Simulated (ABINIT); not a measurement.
## CsCu2I3 (Cmcm): a self-consistent loop beyond G0W0, cycle by cycle

How far does self-consistency move the gap of CsCu2I3 (Cmcm)?

Calculated with ABINIT 10.8.3; LDA and many-body steps on it, plane waves.

In doubt: a PseudoDojo file used here is known to give poor structures and forces, which bears on pressures, cells, forces and phonons.

### 1. Starting point

It takes space group Cmcm (No. 63, orthorhombic). Conventional cell: a = 10.548 Å, b = 13.172 Å, c = 6.097 Å, α = 90.00°, β = 90.00°, γ = 90.00°. Nearest to Cs lie 10 I at 3.88 to 4.47 Å. Cu has 4 I at 2.60 to 2.70 Å nearest. Nearest to I lie 4 Cu at 2.70 Å and 2 Cs at 4.09 Å. I has 2 Cu at 2.60 Å and 4 Cs at 3.88 to 4.47 Å nearest. Farther neighbours and most contacts between anions are not listed.

The cell and positions come from the Crystallography Open Database and are kept as given unless a step says otherwise. Spin-orbit coupling is left out unless a step names it.

### 2. Empty states on the mesh, 1×1×2 mesh, 382 bands

This step: ABINIT 10.8.3; DFT, LDA, plane waves, norm-conserving pseudopotentials.

The sums over transitions need many empty states on a uniform mesh; this step solves for them.

Contents of run.abi:

```
acell 3*1.0 Angstrom
rprim 
  5.273950000000 -6.586250000000 0.000000000000
  5.273950000000 6.586250000000 0.000000000000
  0.000000000000 0.000000000000 6.097180000000
ntypat 3
znucl 55 29 53
natom 12
typat 1 1 2 2 2 2 3 3 3 3 3 3
xred 
  0.327800000000 0.672200000000 0.250000000000
  0.672200000000 0.327800000000 0.750000000000
  0.851000000000 0.851000000000 0.000000000000
  0.149000000000 0.149000000000 0.500000000000
  0.149000000000 0.149000000000 0.000000000000
  0.851000000000 0.851000000000 0.500000000000
  0.879600000000 0.120400000000 0.250000000000
  0.120400000000 0.879600000000 0.750000000000
  0.836000000000 0.598000000000 0.250000000000
  0.164000000000 0.402000000000 0.750000000000
  0.598000000000 0.836000000000 0.750000000000
  0.402000000000 0.164000000000 0.250000000000
pp_dirpath "pseudos"
pseudos "Cs.upf, Cu.upf, I.upf"
ecut 38
ngkpt 1 1 2
nshiftk 1
shiftk 0 0 0
kptopt 1
chksymbreak 0
iscf -2
irdden 1
istwfk *1
nband 382
nbdbuf 34
tolwfr 1e-09
nstep 60
prtvol 0
indata_prefix "in"
outdata_prefix "out"
tmpdata_prefix "tmp"
```

On the command line:

```sh
$ OMP_NUM_THREADS=1 mpirun -n 32 abinit run.abi > log
```

Numbers of over 12 decimals in the logs are rounded to 6 here.

The log of the run:

```text
.Version 10.8.3 of ABINIT. v10.8.2 released Aug 2026.

 Symmetries : space group Cm c m (# 63); Bravais oC (1-face-center ortho.)
[... echo of the input left out ...]
== DATASET  1 ==================================================================
-   mpi_nproc: 32, omp_nthreads: 1 (-1 if OMP is not activated)
-    --> not optimal distribution: autoparal keyword recommended in input file <--

--- !DatasetInfo
iteration_state: {dtset: 1, }
dimensions: {natom: 12, nkpt: 2, mband: 382, nsppol: 1, nspinor: 1, nspden: 1, mpw: 32052, }
[...]
1.55133    1.55403    1.55633    1.55914    1.55964    1.56328    1.56520    1.58050
   1.58191    1.58335    1.58725    1.59069    1.59153    1.60168    1.60312    1.60805
   1.61138    1.61772    1.62535    1.62770    1.63236    1.64571
 prteigrs : prtvol=0 or 1, do not print more k-points.

== END DATASET(S) ==============================================================
================================================================================

 -outvars: echo values of variables after computation  --------
            nband         382
             nkpt           2
          spgroup          63
 [... the other variables as echoed above ...]

 Calculation completed.
```

Wall time 22 min (32 MPI ranks of AMD EPYC 7R43, shared host); peak memory 4 GiB; 12 h of CPU time.

This step gave:

```
gap                                                           : 1.751 eV
k of the valence top                                          : 0, 0, 0
k of the conduction bottom                                    : 0, 0, 0
least direct gap                                              : 1.751 eV
k points computed                                             : 2
lowest point of the top converged band, above the valence top : 37.89 eV
```

On this mesh the gap is 1.751 eV.

The density comes from a self-consistent run that is not shown.

### 3. Screening, 1×1×2 mesh, 348 bands, screening to 106.1 eV

The RPA dielectric matrix is built and inverted for each q.

This step: RPA screening on LDA, plane waves, norm-conserving pseudopotentials.

Changes to run.abi since step 2:

```diff
@@ -30,10 +30,11 @@
 chksymbreak 0
-iscf -2
-irdden 1
 istwfk *1
-nband 382
-nbdbuf 34
-tolwfr 1e-09
-nstep 60
-prtvol 0
+occopt 1
+irdwfk 1
+optdriver 3
+nband 348
+ecuteps 3.9
+inclvkb 2
+awtr 1
+symchi 1
 indata_prefix "in"
```

The log of the run:

```text
.Version 10.8.3 of ABINIT. v10.8.2 released Aug 2026.

 Symmetries : space group Cm c m (# 63); Bravais oC (1-face-center ortho.)
[... echo of the input left out ...]
== DATASET  1 ==================================================================
-   mpi_nproc: 32, omp_nthreads: 1 (-1 if OMP is not activated)

--- !DatasetInfo
iteration_state: {dtset: 1, }
dimensions: {natom: 12, nkpt: 2, mband: 348, nsppol: 1, nspinor: 1, nspden: 1, mpw: 32052, }
cutoff_energies: {ecut:  38.0, pawecutdg:  -1.0, }
electrons: {nelect:   1.36000000E+02, charge:   0.00000000E+00, occopt:   1.00000000E+00, tsmear:   1.00000000E-02, }

 SCREENING: Calculation of the susceptibility and dielectric matrices

 Based on a program developped by R.W. Godby, V. Olevano, G. Onida, and L. Reining.
 Incorporated in ABINIT by V. Olevano, G.-M. Rignanese, and M. Torrent.
.Using double precision arithmetic ; gwpc =  8

[... cell and pseudopotentials left out ...]
--------------------------------------------------------------------------------

 ==== K-mesh for the wavefunctions ====
 Number of points in the irreducible wedge :     2
[... list of points left out ...]
 Together with  8 symmetry operations and time-reversal symmetry
 yields     2 points in the full Brillouin Zone.

 ==== Q-mesh for the screening function ====
 Number of points in the irreducible wedge :     2
[... list of points left out ...]
 Together with  8 symmetry operations and time-reversal symmetry
 yields     2 points in the full Brillouin Zone.

 setmesh: FFT mesh size selected  =    64x   64x   48
          total number of points  =       196608

 vcoul_init : cutoff-mode = AUXILIARY_FUNCTION
 q-points for optical limit:   1
     1)      0.000010    0.000020    0.000030

- screening: taking advantage of time-reversal symmetry
- Maximum band index for partially occupied states nbvw = 68
- Remaining bands to be divided among processors   nbcw = 280
- Number of bands treated by each node ~8

 Number of electrons calculated from density =  136.0000; Expected =  136.0000
 average of density, n =  0.047578
 r_s =    1.7120
 omega_plasma =   21.0407 [eV]

 calculating chi0 at frequencies [eV] :
  1    0.000000E+00    0.000000E+00
  2    0.000000E+00    2.104070E+01

--------------------------------------------------------------------------------
  q-point number  1        q = ( 0.000000, 0.000000, 0.000000) [r.l.u.]
--------------------------------------------------------------------------------
[... chi0 elements left out ...]
 For q-point:  0.000010 0.000020 0.000030
  dielectric constant =   6.7364
  dielectric constant without local fields =   7.6443

  Average fulfillment of the sum rule on Im[epsilon] for q-point    1 :     49.70  [%]
[... wings left out ...]
  q-point number  2        q = ( 0.000000, 0.000000, 0.500000) [r.l.u.]
--------------------------------------------------------------------------------
[... chi0 elements left out ...]
  Average fulfillment of the sum rule on Im[epsilon] for q-point    2 :     51.72  [%]

== END DATASET(S) ==============================================================
================================================================================

 -outvars: echo values of variables after computation  --------
           etotal      0.0000000000E+00
            nband         348
             nkpt           2
          spgroup          63
 [... the other variables as echoed above ...]

 Calculation completed.
```

The job ended after 4.3 min (32 MPI ranks; peak memory 45 GiB).

Numbers from this step:

```yaml
eps_infinity_with_local_fields_on_this_mesh_along_the_program_s_q_direction: 6.736
the_same_without_local_fields: 7.644
plasma_frequency: 21.04 eV
plane_waves_in_the_screening_matrix: 1029
```

Local fields lower ε∞ by 12 %. On a Γ-centred mesh this coarse the value itself is usually too large, while a short band sum pulls it down.

### 4. G0W0

The self-energy is evaluated for the states that the input lists, and the levels follow from it, in one-shot runs by the linearised quasiparticle equation.

This step: G0W0 on LDA, plane waves, norm-conserving pseudopotentials.

Changes to run.abi since step 3:

```diff
@@ -33,8 +33,15 @@
 irdwfk 1
-optdriver 3
+optdriver 4
 nband 348
+gwcalctyp 0
+ecutsigx 38
+symsigma 1
+nkptgw 1
+kptgw 
+  0.0000000000 0.0000000000 0.0000000000
+bdgw 
+  67 70
 ecuteps 3.9
-inclvkb 2
-awtr 1
-symchi 1
+irdscr 1
+ppmodel 1
 indata_prefix "in"
```

The log of the run:

```text
.Version 10.8.3 of ABINIT. v10.8.2 released Aug 2026.

 Symmetries : space group Cm c m (# 63); Bravais oC (1-face-center ortho.)
[... echo of the input left out ...]
== DATASET  1 ==================================================================
-   mpi_nproc: 32, omp_nthreads: 1 (-1 if OMP is not activated)

--- !DatasetInfo
iteration_state: {dtset: 1, }
dimensions: {natom: 12, nkpt: 2, mband: 348, nsppol: 1, nspinor: 1, nspden: 1, mpw: 32052, }
cutoff_energies: {ecut:  38.0, pawecutdg:  -1.0, }
electrons: {nelect:   1.36000000E+02, charge:   0.00000000E+00, occopt:   1.00000000E+00, tsmear:   1.00000000E-02, }

 SIGMA: Calculation of the GW corrections

 Based on a program developped by R.W. Godby, V. Olevano, G. Onida, and L. Reining.
 Incorporated in ABINIT by V. Olevano, G.-M. Rignanese, and M. Torrent.
.Using double precision arithmetic ; gwpc =  8

[... cell and pseudopotentials left out ...]
--------------------------------------------------------------------------------

 ==== K-mesh for the wavefunctions ====
 Number of points in the irreducible wedge :     2
[... list of points left out ...]
 Together with  8 symmetry operations and time-reversal symmetry
 yields     2 points in the full Brillouin Zone.

 ==== Q-mesh for screening function ====
 Number of points in the irreducible wedge :     2
[... list of points left out ...]
 Together with  8 symmetry operations and time-reversal symmetry
 yields     2 points in the full Brillouin Zone.

 vcoul_init : cutoff-mode = AUXILIARY_FUNCTION
 q-points for optical limit:   1
     1)      0.000010    0.000020    0.000030
 setmesh: FFT mesh size selected  =    90x   90x   64
          total number of points  =       518400

 Number of electrons calculated from density =  136.0000; Expected =  136.0000
 average of density, n =  0.047578
 r_s =    1.7120
 omega_plasma =   21.0407 [eV]

 === KS Band Gaps ===
  >>>> For spin  1
   Minimum direct gap =   1.7508 [eV], located at k-point      :   0.0000  0.0000  0.0000
   Fundamental gap    =   1.7508 [eV], Top of valence bands at :   0.0000  0.0000  0.0000
                                       Bottom of conduction at :   0.0000  0.0000  0.0000
 SIGMA fundamental parameters:
 PLASMON POLE MODEL  1
 number of plane-waves for SigmaX                31935
 number of plane-waves for SigmaC and W           1029
 number of plane-waves for wavefunctions         31935
 number of bands                                   348
 number of independent spin polarizations            1
 number of spinorial components                      1
 number of k-points in IBZ                           2
 number of q-points in IBZ                           2
 number of symmetry operations                       8
 number of k-points in BZ                            2
 number of q-points in BZ                            2
 number of frequencies for dSigma/dE                 9
 frequency step for dSigma/dE [eV]                0.25
 number of omega for Sigma on real axis              0
 max omega for Sigma on real axis  [eV]           0.00
 zcut for avoiding poles [eV]                     0.10

 EPSILON^-1 parameters (SCR file):
 dimension of the eps^-1 matrix on file           1029
 dimension of the eps^-1 matrix used              1029
 number of plane-waves for wavefunctions         31935
 number of bands                                   348
 number of q-points in IBZ                           2
 number of frequencies                               2
 number of real frequencies                          1
 number of imag frequencies                          1

 matrix elements of self-energy operator (all in [eV])

 Perturbative Calculation

--- !SelfEnergy_ee
iteration_state: {dtset: 1, }
kpoint     : [   0.000,    0.000,    0.000, ]
spin       : 1
KS_gap     :    1.751
QP_gap     :    2.926
Delta_QP_KS:    1.176
data: !SigmaeeData |
     Band     E0 <VxcDFT>   SigX SigC(E0)      Z dSigC/dE  Sig(E)    E-E0       E
       67   2.595 -23.043 -28.640   5.143   0.735  -0.361 -23.377  -0.334   2.261
       68   2.783 -22.700 -28.197   5.043   0.737  -0.357 -23.034  -0.334   2.449
       69   4.534  -8.947  -4.403  -3.506   0.810  -0.234  -8.106   0.841   5.375
       70   5.667 -10.038  -6.131  -3.097   0.805  -0.242  -9.386   0.653   6.320

== END DATASET(S) ==============================================================
================================================================================

 -outvars: echo values of variables after computation  --------
           etotal      0.0000000000E+00
            nband         348
             nkpt           2
          spgroup          63
 [... the other variables as echoed above ...]

 Calculation completed.
```

Elapsed: 16 s, on 32 MPI ranks; peak memory 13 GiB; 8.4 min of CPU time.

This step gave:

* G0W0 gap on the points computed: 2.926 eV
* starting gap on the mesh: 1.751 eV
* k of the valence top: 0, 0, 0
* k of the conduction bottom: 0, 0, 0
* Z at the valence top: 0.737
* Z at the conduction bottom: 0.81
* least direct G0W0 gap on the computed points: 2.926 eV

The gap on the mesh goes from 1.75 eV to 2.93 eV, a correction of +1.18 eV.

### 5. evGW0, cycle 1

This step: evGW0 on LDA, plane waves, norm-conserving pseudopotentials.

Changes to run.abi since step 4:

```diff
@@ -35,10 +35,12 @@
 nband 348
-gwcalctyp 0
+gwcalctyp 10
 ecutsigx 38
 symsigma 1
-nkptgw 1
+nkptgw 2
 kptgw 
   0.0000000000 0.0000000000 0.0000000000
+  0.0000000000 0.0000000000 0.5000000000
 bdgw 
-  67 70
+  25 90
+  25 90
 ecuteps 3.9
```

The log of the run:

```text
.Version 10.8.3 of ABINIT. v10.8.2 released Aug 2026.

 Symmetries : space group Cm c m (# 63); Bravais oC (1-face-center ortho.)
[... echo of the input left out ...]
== DATASET  1 ==================================================================
-   mpi_nproc: 32, omp_nthreads: 1 (-1 if OMP is not activated)

--- !DatasetInfo
iteration_state: {dtset: 1, }
dimensions: {natom: 12, nkpt: 2, mband: 348, nsppol: 1, nspinor: 1, nspden: 1, mpw: 32052, }
cutoff_energies: {ecut:  38.0, pawecutdg:  -1.0, }
electrons: {nelect:   1.36000000E+02, charge:   0.00000000E+00, occopt:   1.00000000E+00, tsmear:   1.00000000E-02, }

 SIGMA: Calculation of the GW corrections

 Based on a program developped by R.W. Godby, V. Olevano, G. Onida, and L. Reining.
 Incorporated in ABINIT by V. Olevano, G.-M. Rignanese, and M. Torrent.
.Using double precision arithmetic ; gwpc =  8

[... cell and pseudopotentials left out ...]
--------------------------------------------------------------------------------

 ==== K-mesh for the wavefunctions ====
 Number of points in the irreducible wedge :     2
[... list of points left out ...]
 Together with  8 symmetry operations and time-reversal symmetry
 yields     2 points in the full Brillouin Zone.

 ==== Q-mesh for screening function ====
 Number of points in the irreducible wedge :     2
[... list of points left out ...]
 Together with  8 symmetry operations and time-reversal symmetry
 yields     2 points in the full Brillouin Zone.

 vcoul_init : cutoff-mode = AUXILIARY_FUNCTION
 q-points for optical limit:   1
     1)      0.000010    0.000020    0.000030
 setmesh: FFT mesh size selected  =    90x   90x   64
          total number of points  =       518400

 Number of electrons calculated from density =  136.0000; Expected =  136.0000
[...]
25    -5.677   -12.570    -5.677     6.892   -17.126     2.820     0.803    -0.246   -13.964    -1.394    -7.071    -7.467
       26    -5.655   -12.550    -5.655     6.895   -17.134     2.772     0.803    -0.246   -14.005    -1.454    -7.110    -7.414
       27    -5.632   -12.660    -5.632     7.028   -17.200     2.811     0.802    -0.247   -14.047    -1.387    -7.018    -7.381
[...]
--- !SelfEnergy_ee
iteration_state: {dtset: 1, }
kpoint     : [   0.000,    0.000,    0.500, ]
spin       : 1
KS_gap     :    2.904
QP_gap     :    4.159
Delta_QP_KS:    1.255
data: !SigmaeeData |
     Band     E_DFT   <VxcDFT>   E(N-1)  <Hhartree>   SigX  SigC[E(N-1)]    Z     dSigC/dE  Sig[E(N)]  DeltaE  E(N)_pert E(N)_diago
[...]
89     9.035    -9.896     9.035    18.931    -5.031    -3.757     0.801    -0.248    -9.008     0.888     9.923    10.143
       90     9.035    -9.896     9.035    18.931    -5.031    -3.757     0.801    -0.248    -9.008     0.888     9.923    10.143

 New Fermi energy :        1.451955E-01 Ha ,    3.950971E+00 eV

 === QP Band Gaps ===
  >>>> For spin  1
   Minimum direct gap =   3.2423 [eV], located at k-point      :   0.0000  0.0000  0.0000
   Fundamental gap    =   3.2423 [eV], Top of valence bands at :   0.0000  0.0000  0.0000
                                       Bottom of conduction at :   0.0000  0.0000  0.0000

 writing QP data on file : out_QPS

 Convergence of QP corrections
 >>>>> For spin  1 <<<<<
.  kptgw no:  1; Maximum DeltaE = (   0.000   0.000) for band index:  5
.  kptgw no:  2; Maximum DeltaE = (   0.653   0.000) for band index:  4

== END DATASET(S) ==============================================================
================================================================================

 -outvars: echo values of variables after computation  --------
           etotal      0.0000000000E+00
            nband         348
             nkpt           2
          spgroup          63
 [... the other variables as echoed above ...]

 Calculation completed.
```

Wall time 4.1 min (32 MPI ranks); peak memory 63 GiB.

This step gave:

```yaml
quasiparticle_gap_on_the_points_computed: 3.242 eV
gap_of_the_density_functional_on_the_mesh: 1.751 eV
k_of_the_valence_top: 0, 0, 0
k_of_the_conduction_bottom: 0, 0, 0
z_at_the_valence_top: 0.737
z_at_the_conduction_bottom: 0.81
least_direct_quasiparticle_gap_on_the_computed_points: 3.242 eV
```

Against G0W0 in ABINIT (1×1×2 mesh, 348 bands, screening to 106.1 eV, Godby-Needs plasmon pole), the gap moves by +0.316 eV. This first cycle still uses the starting levels; it takes the full correction, at all points of the mesh, and its linearised value is 2.926 eV.

### 6. evGW0, cycle 2

The corrected levels of the last cycle go back in.

Changes to run.abi since step 5:

```diff
@@ -48,2 +48,3 @@
 ppmodel 1
+irdqps 1
 indata_prefix "in"
```

The log of the run:

```text
.Version 10.8.3 of ABINIT. v10.8.2 released Aug 2026.

 Symmetries : space group Cm c m (# 63); Bravais oC (1-face-center ortho.)
[... echo of the input left out ...]
== DATASET  1 ==================================================================
-   mpi_nproc: 32, omp_nthreads: 1 (-1 if OMP is not activated)

--- !DatasetInfo
iteration_state: {dtset: 1, }
dimensions: {natom: 12, nkpt: 2, mband: 348, nsppol: 1, nspinor: 1, nspden: 1, mpw: 32052, }
cutoff_energies: {ecut:  38.0, pawecutdg:  -1.0, }
[...]
writing QP data on file : out_QPS

 Convergence of QP corrections
 >>>>> For spin  1 <<<<<
.  kptgw no:  1; Maximum DeltaE = (   0.056  -0.006) for band index: 35
.  kptgw no:  2; Maximum DeltaE = (   0.086  -0.001) for band index: 25

== END DATASET(S) ==============================================================
================================================================================

 -outvars: echo values of variables after computation  --------
           etotal      0.0000000000E+00
            nband         348
             nkpt           2
          spgroup          63
 [... the other variables as echoed above ...]

 Calculation completed.
```

It took 4.3 min on 32 MPI ranks; peak memory 62 GiB.

Numbers from this step:

```
quasiparticle gap on the points computed              : 3.151 eV
gap of the density functional on the mesh             : 1.751 eV
k of the valence top                                  : 0, 0, 0
k of the conduction bottom                            : 0, 0, 0
least direct quasiparticle gap on the computed points : 3.151 eV
```

Against the cycle before, the gap moves by −0.091 eV.

(Part 1 of 2 ends here.)

[Paths, hosts, dates, memory and timing lines, banners, echoed tables and standing remarks are left out of the program output.]

[Logs are printed without paths, hosts, clocks, repeated set-up lines and the standing remarks that a program may print on its own settings, such as how far it seeks lower states.]

[Runs of the session that timed out or met a known fault of the program may be left out.]

[Hosts, paths, dates, database ids (printed as entryN), source tags and the programs' standing remarks are cut or masked in the printed files.]

[G0W0 gaps are taken among the corrected bands and points alone; a level outside them can change the order at an edge.]

[Where Ansatz stands beside ABINIT at settings called matched, ABINIT's density can come from a denser mesh and the files from another edition; pairs whose starting gaps differed by over 0.03 eV were left out, so agreement reads better than it is.]
